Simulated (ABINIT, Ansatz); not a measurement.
# Quasiparticle gap of CsTlF3 (Fm-3m) in ABINIT

How does a plane-wave GW calculation on CsTlF3 (Fm-3m) run from the first input to the gap?

Main program and level: ABINIT 10.8.3; LDA and many-body steps on it, plane waves.

### 1. The starting structure

Symmetry: Fm-3m, No. 225, cubic system. Conventional cell: a = 9.560 Å, b = 9.560 Å, c = 9.560 Å, α = 90.00°, β = 90.00°, γ = 90.00°. Nearest to Cs lie 12 F at 3.39 Å. Nearest to Tl lie 6 F at 2.60 Å. Nearest to Tl lie 6 F at 2.18 Å. Nearest to F lie 2 Tl at 2.18 to 2.60 Å and 4 Cs at 3.39 Å. Farther neighbours and most contacts between anions are not listed.

The cell and positions are those that the Materials Project relaxed with its own functionals (PBE, PBE+U or r2SCAN), kept fixed. Spin-orbit coupling is left out unless a step names it.

### 2. Ground state

This step: ABINIT 10.8.3; DFT, LDA, plane waves, norm-conserving pseudopotentials.

The ground-state density comes first.

File run.abi:

```
acell 3*1.0 Angstrom
rprim 
  -0.000000000000 4.779973250000 4.779973250000
  4.779973250000 -0.000000000000 4.779973250000
  4.779973250000 4.779973250000 0.000000000000
ntypat 3
znucl 55 81 9
natom 10
typat 1 1 2 2 3 3 3 3 3 3
xred 
  0.750000000000 0.750000000000 0.750000000000
  0.250000000000 0.250000000000 0.250000000000
  0.500000000000 0.500000000000 0.500000000000
  0.000000000000 0.000000000000 0.000000000000
  0.772340010000 0.227659990000 0.227659990000
  0.227659990000 0.227659990000 0.772340010000
  0.227659990000 0.772340010000 0.772340010000
  0.227659990000 0.772340010000 0.227659990000
  0.772340010000 0.227659990000 0.772340010000
  0.772340010000 0.772340010000 0.227659990000
pp_dirpath "pseudos"
pseudos "Cs.upf, Tl.upf, F.upf"
ecut 36
ngkpt 4 4 4
nshiftk 1
shiftk 0 0 0
kptopt 1
chksymbreak 0
nband 60
occopt 1
tolvrs 1e-08
nstep 60
prtwf 0
optforces 0
optstress 0
indata_prefix "in"
outdata_prefix "out"
tmpdata_prefix "tmp"
```

Launch:

```sh
> OMP_NUM_THREADS=1 mpirun -n 4 abinit run.abi > log
```

Numbers of over 12 decimals in the logs are rounded to 6 here.

What it wrote:

```text
.Version 10.8.3 of ABINIT. v10.8.2 released Aug 2026.

 Symmetries : space group Fm -3 m (#225); Bravais cF (face-center cubic)
================================================================================
 Values of the parameters that define the memory need of the present run
     intxc =       0    ionmov =       0      iscf =       7    lmnmax =       8
     lnmax =       8     mgfft =      72  mpssoang =       4    mqgrid =    3001
     natom =      10  nloc_mem =       1    nspden =       1   nspinor =       1
    nsppol =       1      nsym =      48    n1xccc =    2501    ntypat =       3
    occopt =       1   xclevel =       1
-    mband =          60        mffmem =           1         mkmem =           2
       mpw =       15208          nfft =      373248          nkpt =           8
================================================================================
  Rough estimation (10% accuracy) of disk space for files :
================================================================================

--------------------------------------------------------------------------------
------------- Echo of variables that govern the present computation ------------
--------------------------------------------------------------------------------
 -outvars: echo values of preprocessed input variables --------
            acell      1.8897261259E+00  1.8897261259E+00  1.8897261259E+00 Bohr

      chksymbreak           0
             ecut      3.60000000E+01 Hartree
-          fftalg         312

              ixc       -1012
              kpt      0.00000000E+00  0.00000000E+00  0.00000000E+00
                       2.50000000E-01  0.00000000E+00  0.00000000E+00
                       5.00000000E-01  0.00000000E+00  0.00000000E+00
                       2.50000000E-01  2.50000000E-01  0.00000000E+00
                       5.00000000E-01  2.50000000E-01  0.00000000E+00
                      -2.50000000E-01  2.50000000E-01  0.00000000E+00
                       5.00000000E-01  5.00000000E-01  0.00000000E+00
                      -2.50000000E-01  5.00000000E-01  2.50000000E-01
         kptrlatt        4    0    0      0    4    0      0    0    4
          kptrlen      5.10974612E+01
P           mkmem           2
            natom          10
            nband          60
            ngfft          72      72      72
             nkpt           8
            nstep          60
             nsym          48
           ntypat           3
              occ      2.000000  2.000000  2.000000  2.000000  2.000000  2.000000
                       2.000000  2.000000  2.000000  2.000000  2.000000  2.000000
                       2.000000  2.000000  2.000000  2.000000  2.000000  2.000000
                       2.000000  2.000000  2.000000  2.000000  2.000000  2.000000
                       2.000000  2.000000  2.000000  2.000000  2.000000  2.000000
                       2.000000  2.000000  2.000000  2.000000  2.000000  2.000000
                       2.000000  2.000000  2.000000  2.000000  2.000000  2.000000
                       2.000000  2.000000  2.000000  2.000000  2.000000  2.000000
                       2.000000  2.000000  2.000000  0.000000  0.000000  0.000000
                       0.000000  0.000000  0.000000  0.000000  0.000000  0.000000
        optforces           0
        optstress           0
            prtwf           0
            rprim     -0.0000000000E+00  4.7799732500E+00  4.7799732500E+00
                       4.7799732500E+00 -0.0000000000E+00  4.7799732500E+00
                       4.7799732500E+00  4.7799732500E+00  0.0000000000E+00
          spgroup         225

           tolvrs      1.00000000E-08

             xred      7.5000000000E-01  7.5000000000E-01  7.5000000000E-01
                       2.5000000000E-01  2.5000000000E-01  2.5000000000E-01
[...]
znucl       55.00000   81.00000    9.00000

================================================================================

 chkinp: Checking input parameters for consistency.

================================================================================
== DATASET  1 ==================================================================
-   mpi_nproc: 4, omp_nthreads: 1 (-1 if OMP is not activated)

--- !DatasetInfo
iteration_state: {dtset: 1, }
dimensions: {natom: 10, nkpt: 8, mband: 60, nsppol: 1, nspinor: 1, nspden: 1, mpw: 15208, }
cutoff_energies: {ecut:  36.0, pawecutdg:  -1.0, }
electrons: {nelect:   1.02000000E+02, charge:   0.00000000E+00, occopt:   1.00000000E+00, tsmear:   1.00000000E-02, }

 Real(R)+Recip(G) space primitive vectors, cartesian coordinates (Bohr,Bohr^-1):
 R(1)=  0.0000000  9.0328403  9.0328403  G(1)= -0.0553536  0.0553536  0.0553536
 R(2)=  9.0328403  0.0000000  9.0328403  G(2)=  0.0553536 -0.0553536  0.0553536
 R(3)=  9.0328403  9.0328403  0.0000000  G(3)=  0.0553536  0.0553536 -0.0553536
 Unit cell volume ucvol=  1.4740187E+03 bohr^3
 Angles (23,13,12)=  6.00000000E+01  6.00000000E+01  6.00000000E+01 degrees

 getcut: wavevector=  0.0000  0.0000  0.0000  ngfft=  72  72  72
         ecut(hartree)=     36.000   => boxcut(ratio)=   2.08678

--- Pseudopotential description ------------------------------------------------
- Cs Generated using ONCVPSP code by D. R. Hamann
- 55.00000   9.00000  201201                  znucl, zion, pspdat
[...]
nproj     2     2     1     0
  pspatm : epsatm=    4.94580260
         --- l  ekb(1:nproj) -->
[...]
2   -2.364936
 pspatm: atomic psp has been read  and splines computed

   1.27499028E+04                                ecore*ucvol(ha*bohr**3)
--------------------------------------------------------------------------------

_setup2: Arith. and geom. avg. npw (full set) are   15204.266   15204.246

================================================================================

--- !BeginCycle
iteration_state: {dtset: 1, }
solver: {iscf: 7, nstep: 60, nline: 4, wfoptalg: 0, }
tolerances: {tolvrs: 1.00E-08, }

     iter   Etot(hartree)      deltaE(h)  residm     vres2
 ETOT  1  -576.51219313314    -5.765E+02 1.912E-01 1.315E+03
 ETOT  2  -577.60856150255    -1.096E+00 8.208E-03 7.423E+02
 ETOT  3  -577.77576845436    -1.672E-01 3.919E-03 1.765E+02
 ETOT  4  -577.79588738385    -2.012E-02 9.151E-04 4.524E+01
 ETOT  5  -577.79943192347    -3.545E-03 1.405E-03 3.234E+00
 ETOT  6  -577.79971530269    -2.834E-04 3.374E-04 2.999E-01
 ETOT  7  -577.79973039633    -1.509E-05 5.376E-04 2.730E-02
 ETOT  8  -577.79973256651    -2.170E-06 1.454E-04 1.385E-03
 ETOT  9  -577.79973264031    -7.380E-08 1.223E-04 8.529E-05
 ETOT 10  -577.79973264580    -5.484E-09 6.578E-05 5.768E-06
 ETOT 11  -577.79973264632    -5.190E-10 5.134E-05 1.504E-07
 ETOT 12  -577.79973264628     3.126E-11 2.815E-05 8.632E-09

 At SCF step   12       vres2   =  8.63E-09 < tolvrs=  1.00E-08 =>converged.

--- !ResultsGS
iteration_state: {dtset: 1, }
comment   : Summary of ground state results
lattice_vectors:
- [ -0.0000000,   9.0328403,   9.0328403, ]
- [  9.0328403,  -0.0000000,   9.0328403, ]
- [  9.0328403,   9.0328403,   0.0000000, ]
lattice_lengths: [  12.77437,   12.77437,   12.77437, ]
lattice_angles: [ 60.000,  60.000,  60.000, ] # degrees, (23, 13, 12)
lattice_volume:   1.4740187E+03
convergence: {deltae:  3.126E-11, res2:  8.632E-09, residm:  2.815E-05, diffor:  0.000E+00, }
etotal    :  -5.77799733E+02
entropy   :   0.00000000E+00
fermie    :   8.30144395E-02
cartesian_stress_tensor: null
pressure_GPa: null
xred      :
- [  7.5000E-01,   7.5000E-01,   7.5000E-01, Cs]
- [  2.5000E-01,   2.5000E-01,   2.5000E-01, Cs]
- [  5.0000E-01,   5.0000E-01,   5.0000E-01, Tl]
- [  0.0000E+00,   0.0000E+00,   0.0000E+00, Tl]
- [  7.7234E-01,   2.2766E-01,   2.2766E-01,  F]
- [  2.2766E-01,   2.2766E-01,   7.7234E-01,  F]
- [  2.2766E-01,   7.7234E-01,   7.7234E-01,  F]
- [  2.2766E-01,   7.7234E-01,   2.2766E-01,  F]
- [  7.7234E-01,   2.2766E-01,   7.7234E-01,  F]
- [  7.7234E-01,   7.7234E-01,   2.2766E-01,  F]
cartesian_forces: null
force_length_stats: {min: null, max: null, mean: null, }

 Integrated electronic density in atomic spheres:
 ------------------------------------------------
 Atom  Sphere_radius  Integrated_density
[...]
================================================================================

 ----iterations are completed or convergence reached----

 Mean square residual over all n,k,spin=   24.796E-08; max=  28.153E-06
 reduced coordinates (array xred) for   10 atoms
[...]
0.227659990000      0.227659990000      0.772340010000
       0.227659990000      0.772340010000      0.772340010000
       0.227659990000      0.772340010000      0.227659990000
       0.772340010000      0.227659990000      0.772340010000
       0.772340010000      0.772340010000      0.227659990000
 rms dE/dt=  0.0000E+00; max dE/dt=  0.0000E+00; dE/dt below (all hartree)
    1       0.000000000000      0.000000000000      0.000000000000
    2       0.000000000000      0.000000000000      0.000000000000
    3       0.000000000000      0.000000000000      0.000000000000
    4       0.000000000000      0.000000000000      0.000000000000
    5       0.000000000000      0.000000000000      0.000000000000
    6       0.000000000000      0.000000000000      0.000000000000
    7       0.000000000000      0.000000000000      0.000000000000
    8       0.000000000000      0.000000000000      0.000000000000
    9       0.000000000000      0.000000000000      0.000000000000
   10       0.000000000000      0.000000000000      0.000000000000

 cartesian coordinates (angstrom) at end:
[...]
7      7.383529     4.779973     4.779973
    8      4.779973     2.176417     4.779973
    9      4.779973     7.383529     4.779973
   10      4.779973     4.779973     7.383529
 length scales=  1.889726125908  1.889726125908  1.889726125908 bohr
              =  1.000000000000  1.000000000000  1.000000000000 angstroms
 prteigrs : about to open file out_EIG
 Fermi (or HOMO) energy (hartree) =   0.08301   Average Vxc (hartree)=  -0.34876
 Eigenvalues (hartree) for nkpt=   8  k points:
 kpt#   1, nband= 60, wtk=  0.01563, kpt=  0.0000  0.0000  0.0000 (reduced coord)
  -4.50652   -4.48768   -2.48585   -2.48585   -2.48585   -2.46549   -2.46549   -2.46549
  -0.69952   -0.68918   -0.68918   -0.68776   -0.68776   -0.68776   -0.64065   -0.64016
  -0.27628   -0.27628   -0.26854   -0.26854   -0.26854   -0.24074   -0.24074   -0.24074
  -0.23592   -0.23592   -0.16807   -0.16205   -0.16205   -0.16205   -0.15642   -0.15642
  -0.15642   -0.06825   -0.06825   -0.06825   -0.01354   -0.01354   -0.01354   -0.01156
  -0.01156   -0.01156   -0.00954   -0.00954   -0.00954   -0.00270   -0.00078   -0.00078
  -0.00078    0.01476    0.01476    0.20403    0.25371    0.25371    0.25371    0.29916
   0.29916    0.30804    0.38715    0.38715
 prteigrs : prtvol=0 or 1, do not print more k-points.

--- !EnergyTerms
iteration_state     : {dtset: 1, }
comment             : Components of total free energy in Hartree
kinetic             :  2.13422361613853E+02
hartree             :  2.02310384486626E+02
xc                  : -1.15669474589267E+02
Ewald energy        : -2.91577442987181E+02
psp_core            :  8.64975644946792E+00
local_psp           : -6.12927611496983E+02
non_local_psp       :  1.79922938771996E+01
total_energy        : -5.77799732646284E+02
total_energy_eV     : -1.57227316978626E+04
band_energy         : -6.64859216048848E+01

== END DATASET(S) ==============================================================
================================================================================

 -outvars: echo values of variables after computation  --------
           etotal     -5.7779973265E+02
            nband          60
             nkpt           8
          spgroup         225
 [... the other variables as echoed above ...]

 Calculation completed.
```

The job ended after 2.5 min (4 MPI ranks of Intel Xeon Platinum 8488C (Sapphire Rapids), shared host; peak memory 0.75 GiB).

Numbers from this step:

```yaml
total_energy: -15722.7317 eV
gap: 2.044 eV
k_of_the_valence_top: 0.5, 0.5, 0
k_of_the_conduction_bottom: 0.5, 0, 0
least_direct_gap: 2.579 eV
```

The gap is indirect, with the least direct gap 0.53 eV higher.

(Part 1 of 3 ends here.)

[Paths, hosts, dates, memory and timing lines, banners, echoed tables and standing remarks are left out of the program output.]

[Logs are printed without paths, hosts, clocks, repeated set-up lines and the standing remarks that a program may print on its own settings, such as how far it seeks lower states.]

[Runs of the session that timed out or met a known fault of the program may be left out.]

[Hosts, paths, dates, database ids (printed as entryN), source tags and the programs' standing remarks are cut or masked in the printed files.]

[G0W0 gaps are taken among the corrected bands and points alone; a level outside them can change the order at an edge.]

[Where Ansatz stands beside ABINIT at settings called matched, ABINIT's density can come from a denser mesh and the files from another edition; pairs whose starting gaps differed by over 0.03 eV were left out, so agreement reads better than it is.]
